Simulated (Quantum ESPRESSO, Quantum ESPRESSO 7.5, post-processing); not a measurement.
**MoGe2N4, 1 layer, stepped through the field along the normal**

Aim: how the results for MoGe2N4, 1 layer change with the field along the normal.

Method: plane-wave DFT, PBE, GBRV ultrasoft pseudopotentials (geometry by pw.x at PBE-D3(BJ), GBRV ultrasoft), in Quantum ESPRESSO 7.5.

Most raw output is cut from this account.

### Step 1. The structure

The cell holds 7 atoms: 4 N, 2 Ge and 1 Mo. Its edges and angles: a = 3.020 Å, b = 3.020 Å, c = 24.109 Å, α = 90.0°, β = 90.0°, γ = 120.0°. It derives from MoGe2N4. Vacuum lies along c.

Set-up: Cell and atoms are relaxed without a field with a D3(BJ) correction and then held. Sawtooth field with dipole correction, 17 Å of vacuum in the starting cell, Fermi-Dirac smearing of 0.002 Ry; bands along a path at each field.

Members -0.05, 0.1, -0.1, 0.2, -0.2, 0.3 and -0.3 took the same steps and show in the table alone.

### Step 2. Relaxing cell and ions of the reference

What the set-up leaves free in this member is relaxed.

Input file ref.relax.in:

```
&control
  prefix = 'ref.relax'
  outdir = './out'
  pseudo_dir = './pseudo'
  nstep = 80
  forc_conv_thr = 0.0004
  calculation = 'vc-relax'
  etot_conv_thr = 1e-06
/
&system
  ibrav = 0
  nat = 7
  ntyp = 3
  ecutwfc = 50
  ecutrho = 250
  vdw_corr = 'grimme-d3'
  dftd3_version = 4
  occupations = 'smearing'
  smearing = 'fd'
  degauss = 0.004
/
&electrons
  conv_thr = 1e-09
  mixing_beta = 0.4
  electron_maxstep = 120
  mixing_mode = 'plain'
/
&ions
/
&cell
  cell_dofree = '2Dxy'
  press_conv_thr = 0.3
/
ATOMIC_SPECIES
  N   14.0070  n_pbe_v1.2.uspp.F.UPF
  Ge  72.6300  ge_pbe_v1.4.uspp.F.UPF
  Mo  95.9500  mo_pbe_v1.uspp.F.UPF
CELL_PARAMETERS angstrom
  3.02000000000000 0.00000000000000 0.00000000000000
  -1.51000000000000 2.61539671942900 0.00000000000000
  0.00000000000000 0.00000000000000 24.10909667960094
ATOMIC_POSITIONS crystal
  N   0.000000000000 0.000000000000 0.352564018178
  Ge  0.333333333300 0.666666666700 0.376943368961
  N   0.333333333300 0.666666666700 0.453263109367
  Mo  0.000000000000 0.000000000000 0.500000000000
  N   0.333333333300 0.666666666700 0.546736890633
  Ge  0.333333333300 0.666666666700 0.623056631039
  N   0.000000000000 0.000000000000 0.647435981822
K_POINTS automatic
  12 12 1 0 0 0
```

Run with:

```sh
$ OMP_NUM_THREADS=1 mpirun -n 4 pw.x -nk 4 -in ref.relax.in > ref.relax.out
```

Wall time 6 min (4 MPI ranks of Arm Neoverse V1, shared host); peak memory 0.82 GiB.

Relaxation path:

| step | energy less that of the first step (eV) | largest force (eV/Å) | volume (Å³) |
| --- | --- | --- | --- |
| 1 | 0.0000 | 1.4499 | 190.43 |
| 2 | -0.0779 | 0.8858 | 190.52 |
| 3 | -0.1554 | 0.6889 | 190.05 |
| 4 | -0.2061 | 0.6673 | 189.51 |
| 5 | -0.2475 | 0.4103 | 188.77 |
| 6 | -0.2646 | 0.1538 | 188.11 |
| 7 | -0.2674 | 0.0502 | 187.79 |
| 8 | -0.2677 | 0.0133 | 187.68 |
| 9 | -0.2677 | 0.0078 | 187.62 |
| 10 | -0.2677 | 0.0015 | 187.59 |
| 11 | -0.2662 | 0.0018 | 187.59 |

| cell as run | before | after | change |
| --- | --- | --- | --- |
| a (Å) | 3.020 | 2.997 | -0.7 % |
| b (Å) | 3.020 | 2.997 | -0.7 % |

The atoms that moved most (Å, along periodic axes as changes of fractional coordinates times the final cell, across vacuum about the mean position):

| atom | dx | dy | dz | length |
| --- | --- | --- | --- | --- |
| N7 | 0.000 | 0.000 | 0.170 | 0.170 |
| N1 | 0.000 | 0.000 | -0.170 | 0.170 |
| Ge2 | 0.000 | 0.000 | -0.123 | 0.123 |
| Ge6 | 0.000 | 0.000 | 0.123 | 0.123 |
| N3 | 0.000 | 0.000 | -0.087 | 0.087 |
| N5 | 0.000 | 0.000 | 0.087 | 0.087 |

 The last row is no step: it is a fresh SCF in the final cell with a new plane-wave basis, +2 meV from the row before.

This step gave:

```
free energy  : -8808.7681 eV
Fermi energy : 2.649 eV
```

### Step 3. Ground state, 0 V/Å

The self-consistent run of this member.

Level of this step: plane-wave DFT, PBE, GBRV ultrasoft pseudopotentials (Quantum ESPRESSO 7.5).

Input file m0.scf.in:

```
&control
  prefix = 'm0.scf'
  outdir = './out'
  pseudo_dir = './pseudo'
  calculation = 'scf'
  tprnfor = .true.
  tefield = .true.
  dipfield = .true.
/
&system
  ibrav = 0
  nat = 7
  ntyp = 3
  ecutwfc = 40
  ecutrho = 200
  occupations = 'smearing'
  smearing = 'fd'
  degauss = 0.002
  edir = 3
  emaxpos = 0.97
  eopreg = 0.04
  eamp = 0.0
  nbnd = 37
/
&electrons
  conv_thr = 1e-09
  mixing_beta = 0.4
  electron_maxstep = 120
  mixing_mode = 'plain'
/
ATOMIC_SPECIES
  N   14.0070  n_pbe_v1.2.uspp.F.UPF
  Ge  72.6300  ge_pbe_v1.4.uspp.F.UPF
  Mo  95.9500  mo_pbe_v1.uspp.F.UPF
CELL_PARAMETERS angstrom
  2.99739240000000 0.00000000000000 0.00000000000000
  -1.49869620000000 2.59581796300000 0.00000000000000
  0.00000000000000 0.00000000000000 24.10909668000000
ATOMIC_POSITIONS crystal
  N   0.000000000000 0.000000000000 0.345513237800
  Ge  0.333333333300 0.666666666700 0.371850532700
  N   0.333333333300 0.666666666700 0.449654435600
  Mo  0.000000000000 0.000000000000 0.500000000000
  N   0.333333333300 0.666666666700 0.550345564400
  Ge  0.333333333300 0.666666666700 0.628149467300
  N   0.000000000000 0.000000000000 0.654486762200
K_POINTS automatic
  12 12 1 0 0 0
```

Run with:

```sh
$ OMP_NUM_THREADS=1 mpirun -n 4 pw.x -nk 4 -in m0.scf.in > m0.scf.out
```

Run time: 1.8 min. Hardware: 4 MPI ranks; peak memory 0.73 GiB.

This step gave:

- free energy: -8807.1018 eV
- Fermi energy: 2.600 eV
- dipole along the normal: 0 e·Å
- valence top, on the run's zero: 2.002 eV
- conduction bottom, on the run's zero: 3.233 eV
- gap by band count: 1.230 eV

### Step 4. Potential by pp.x, 0 V/Å

plot_num = 11 writes the bare and Hartree potential, from which vacuum levels or, in a crystal, the mean potential are read.

Input file m0.pot.in:

```
&inputpp
  prefix = 'm0.scf'
  outdir = './out'
  filplot = 'm0.pot.dat'
  plot_num = 11
/
```

Run with:

```sh
$ OMP_NUM_THREADS=1 mpirun -n 4 pp.x -in m0.pot.in > m0.pot.out
```

Run time: 1 s. Hardware: 4 MPI ranks; peak memory 0.09 GiB.

Numbers from this step:

```
slope of the potential above                                          : -9.32e-6 eV/Å
upper vacuum line continued to the top atoms, over the valence top    : 5.674 eV
slope of the potential below                                          : -1.35e-6 eV/Å
lower vacuum line continued to the bottom atoms, over the valence top : 5.674 eV
vacuum level at the upper face over the valence top of the mesh       : 5.674 eV
vacuum level at the lower face over the valence top of the mesh       : 5.674 eV
```

Electrostatic potential energy of an electron, with the sawtooth; zero at the highest filled level of the SCF mesh. The potential energy, planar mean by z:

z (Å), potential energy, planar mean (eV) and a bar from the least value:
```
      0.0        5.7 ##############################
      0.5        5.7 ##############################
      1.0        5.7 ##############################
      1.5        5.7 ##############################
      2.0        5.7 ##############################
      2.5        5.7 ##############################
      3.0        5.7 ##############################
      3.5        5.7 ##############################
      4.0        5.7 ##############################
      4.5        5.7 ##############################
      5.0        5.7 ##############################
      5.5        5.7 ##############################
      6.0        5.7 ##############################
      6.5        5.6 ##############################
      7.0        5.3 ##############################
      7.5        3.5 ############################
      8.0       -6.0 ####################
      8.5      -18.6 ##########
      9.0      -14.1 ##############
      9.5       -8.3 ###################
     10.0        0.0 #########################
     10.5       -3.4 #######################
     11.0       -9.4 ##################
     11.5      -13.9 ##############
     12.0      -31.0 
     12.5      -18.3 ##########
     13.0       -8.7 ##################
     13.5       -5.9 #####################
     14.0        0.5 ##########################
     14.5       -6.0 ####################
     15.0      -13.3 ##############
     15.5      -18.1 ###########
     16.0       -9.9 #################
     16.5        2.5 ###########################
     17.0        5.1 ##############################
     17.5        5.6 ##############################
     18.0        5.7 ##############################
     18.5        5.7 ##############################
     19.0        5.7 ##############################
     19.5        5.7 ##############################
     20.0        5.7 ##############################
     20.5        5.7 ##############################
     21.0        5.7 ##############################
     21.5        5.7 ##############################
     22.0        5.7 ##############################
     22.5        5.7 ##############################
     23.0        5.7 ##############################
     23.5        5.7 ##############################
```

### Step 5. Band structure, 0 V/Å

Bands along a path place the edges.

m0.bands.in is the input of step 3 with these lines changed:

```diff
@@ -1,7 +1,6 @@
 &control
-  prefix = 'm0.scf'
+  prefix = 'm0.bands'
   outdir = './out'
   pseudo_dir = './pseudo'
-  calculation = 'scf'
-  tprnfor = .true.
+  calculation = 'bands'
   tefield = .true.
@@ -25,6 +24,6 @@
 &electrons
-  conv_thr = 1e-09
+  conv_thr = 1e-07
   mixing_beta = 0.4
   electron_maxstep = 120
-  mixing_mode = 'plain'
+  mixing_mode = 'local-TF'
 /
@@ -46,3 +45,7 @@
   N   0.000000000000 0.000000000000 0.654486762200
-K_POINTS automatic
-  12 12 1 0 0 0
+K_POINTS crystal_b
+4
+  0.0000000000 0.0000000000 0.0000000000 10
+  0.5000000000 0.0000000000 0.0000000000 10
+  0.3333333333 0.3333333333 0.0000000000 10
+  0.0000000000 0.0000000000 0.0000000000 1
```

Run with:

```sh
$ cp -r out/m0.scf.save out/m0.bands.save
$ cp out/m0.scf.xml out/m0.bands.xml
$ OMP_NUM_THREADS=1 mpirun -n 4 pw.x -nk 4 -in m0.bands.in > m0.bands.out
```

The job ended after 22 s (4 MPI ranks; peak memory 0.35 GiB; 86 s of CPU time).

Read from the output:

| Property | Result |
| --- | --- |
| valence top, on the run's zero | 1.999 eV |
| gap by band count | 1.234 eV |

Band numbers count within the set of bands kept for display. Electronic bands along the path, in eV, zero at the highest filled level of the SCF mesh; v1 is the highest filled band, c1 the lowest empty one:

| point | v4 | v3 | v2 | v1 | c1 | c2 | c3 | c4 |
| --- | --- | --- | --- | --- | --- | --- | --- | --- |
| Γ | -2.49 | -2.49 | -1.84 | -0.05 | 2.28 | 2.38 | 2.85 | 2.85 |
| halfway | -3.09 | -3.08 | -1.99 | -0.84 | 2.21 | 2.61 | 2.65 | 4.04 |
| M | -2.46 | -2.43 | -2.12 | -1.04 | 2.42 | 2.63 | 2.78 | 3.08 |
| halfway | -2.94 | -2.32 | -2.05 | -0.91 | 1.89 | 2.94 | 3.69 | 3.88 |
| K | -3.64 | -2.23 | -1.69 | -0.58 | 1.23 | 3.28 | 3.57 | 4.04 |
| halfway | -2.76 | -2.63 | -2.07 | -1.04 | 2.27 | 2.70 | 2.79 | 4.27 |
| Γ | -2.49 | -2.49 | -1.84 | -0.05 | 2.28 | 2.38 | 2.85 | 2.85 |

Along this path the valence top lies near Γ and the conduction bottom at K.

### Step 6. Self-consistent run, 0.05 V/Å

m1.scf.in is the input of step 3 with these lines changed:

```diff
@@ -1,3 +1,3 @@
 &control
-  prefix = 'm0.scf'
+  prefix = 'm1.scf'
   outdir = './out'
@@ -21,3 +21,3 @@
   eopreg = 0.04
-  eamp = 0.0
+  eamp = 0.00097235
   nbnd = 37
@@ -29,2 +29,3 @@
   mixing_mode = 'plain'
+  startingpot = 'file'
 /
```

Run with:

```sh
$ cp -r out/m0.scf.save out/m1.scf.save
$ OMP_NUM_THREADS=1 mpirun -n 4 pw.x -nk 4 -in m1.scf.in > m1.scf.out
```

Wall time 87 s (4 MPI ranks); peak memory 0.6 GiB; 5.8 min of CPU time.

Numbers from this step:

```
free energy                          : -8807.1022 eV
Fermi energy                         : 2.607 eV
dipole along the normal              : 0.01782 e·Å
valence top, on the run's zero       : 2.010 eV
conduction bottom, on the run's zero : 3.241 eV
gap by band count                    : 1.230 eV
```

### Step 7. SCF with pw.x, 0.4 V/Å

m9.scf.in is the input of step 6 with these lines changed:

```diff
@@ -1,3 +1,3 @@
 &control
-  prefix = 'm1.scf'
+  prefix = 'm9.scf'
   outdir = './out'
@@ -21,3 +21,3 @@
   eopreg = 0.04
-  eamp = 0.00097235
+  eamp = 0.00777876
   nbnd = 37
```

Run with:

```sh
$ cp -r out/m0.scf.save out/m9.scf.save
$ OMP_NUM_THREADS=1 mpirun -n 4 pw.x -nk 4 -in m9.scf.in > m9.scf.out
```

It took 2.1 min on 4 MPI ranks; peak memory 0.6 GiB; 8.5 min of CPU time.

Read from the output:

| Property | Result |
| --- | --- |
| free energy | -8807.1304 eV |
| Fermi energy | 2.637 eV |
| dipole along the normal | 0.1429 e·Å |
| valence top, on the run's zero | 2.063 eV |
| conduction bottom, on the run's zero | 3.291 eV |
| gap by band count | 1.228 eV |

### Step 8. Ground state, -0.4 V/Å

m10.scf.in is the input of step 7 with these lines changed:

```diff
@@ -1,3 +1,3 @@
 &control
-  prefix = 'm9.scf'
+  prefix = 'm10.scf'
   outdir = './out'
@@ -21,3 +21,3 @@
   eopreg = 0.04
-  eamp = 0.00777876
+  eamp = -0.00777876
   nbnd = 37
```

Run with:

```sh
$ cp -r out/m0.scf.save out/m10.scf.save
$ OMP_NUM_THREADS=1 mpirun -n 4 pw.x -nk 4 -in m10.scf.in > m10.scf.out
```

Run time: 2.1 min. Hardware: 4 MPI ranks; peak memory 0.73 GiB; 8.5 min of CPU time.

Read from the output:

* Fermi energy: 2.511 eV
* dipole along the normal: -0.1429 e·Å
* valence top, on the run's zero: 1.936 eV
* conduction bottom, on the run's zero: 3.165 eV

### Step 9. The series side by side

The series in one table, energies over the lowest:

| the field along the normal | dipole (e Å) | gap along the path (eV) | upper vacuum line at the top atoms, over the zero (eV) | lower vacuum line at the bottom atoms, over the zero (eV) | energy (eV) |
| --- | --- | --- | --- | --- | --- |
| -0.4 V/Å | -0.1429 | 1.232 | 5.852 | 5.509 | 0.0000 |
| -0.3 V/Å | -0.1072 | 1.233 | 5.807 | 5.549 | 0.0125 |
| -0.2 V/Å | -0.07141 | 1.233 | 5.761 | 5.59 | 0.0214 |
| -0.1 V/Å | -0.03571 | 1.234 | 5.718 | 5.632 | 0.0268 |
| -0.05 V/Å | -0.01782 | 1.234 | 5.696 | 5.653 | 0.0281 |
| 0 V/Å | 0 | 1.234 | 5.674 | 5.674 | 0.0286 |
| 0.05 V/Å | 0.01782 | 1.234 | 5.654 | 5.695 | 0.0281 |
| 0.1 V/Å | 0.03571 | 1.234 | 5.632 | 5.717 | 0.0268 |
| 0.2 V/Å | 0.07141 | 1.233 | 5.59 | 5.761 | 0.0214 |
| 0.3 V/Å | 0.1072 | 1.233 | 5.549 | 5.807 | 0.0125 |
| 0.4 V/Å | 0.1429 | 1.232 | 5.509 | 5.852 | 0.0000 |

### Step 10. Worked from the printed numbers

4πα/A = 180.95 × 0.3569 e Å²/V / 7.781 Å² = 8.30 Å.

In linear response the energy changes by −(p₀ + p)E/2: at 0.2 V/Å, −(0.0000 + 0.0714) × 0.2/2 = -0.0071 eV; the runs give -0.0071 eV.

### Step 11. Outcome

```
4πα/A from the weak fields                                                       : 8.30 Å
gap along the path, at -0.4 V/Å and at 0.4 V/Å                                   : 1.23, 1.23 eV
upper vacuum line at the top atoms, over the zero, at -0.4 V/Å and at 0.4 V/Å    : 5.85, 5.51 eV
lower vacuum line at the bottom atoms, over the zero, at -0.4 V/Å and at 0.4 V/Å : 5.51, 5.85 eV
```

The series holds 11 members; 4πα/A from the weak fields: 8.30 Å (PBE, GBRV ultrasoft). The strongest fields leave the weak-field line by 0.1 % of the induced dipole. From -0.4 V/Å to 0.4 V/Å the gap along the path stays within 0.002 eV. From -0.4 V/Å to 0.4 V/Å the upper vacuum line at the top atoms, over the zero falls from 5.85 to 5.51 eV. From -0.4 V/Å to 0.4 V/Å the lower vacuum line at the bottom atoms, over the zero rises from 5.51 to 5.85 eV. Ions are held; semilocal gaps are too small; in strong fields empty levels can belong to the vacuum.

[Logs are printed without paths, hosts, clocks, repeated set-up lines and the standing remarks that a program may print on its own settings, such as how far it seeks lower states.]

[Hosts, paths, dates, database ids (printed as entryN), source tags and the programs' standing remarks are cut or masked in the printed files.]

[Maps of the electrostatic potential energy from Ansatz leave out the sawtooth potential of an applied field or a dipole correction, so their vacuum need not be flat; planar profiles and work functions include it.]
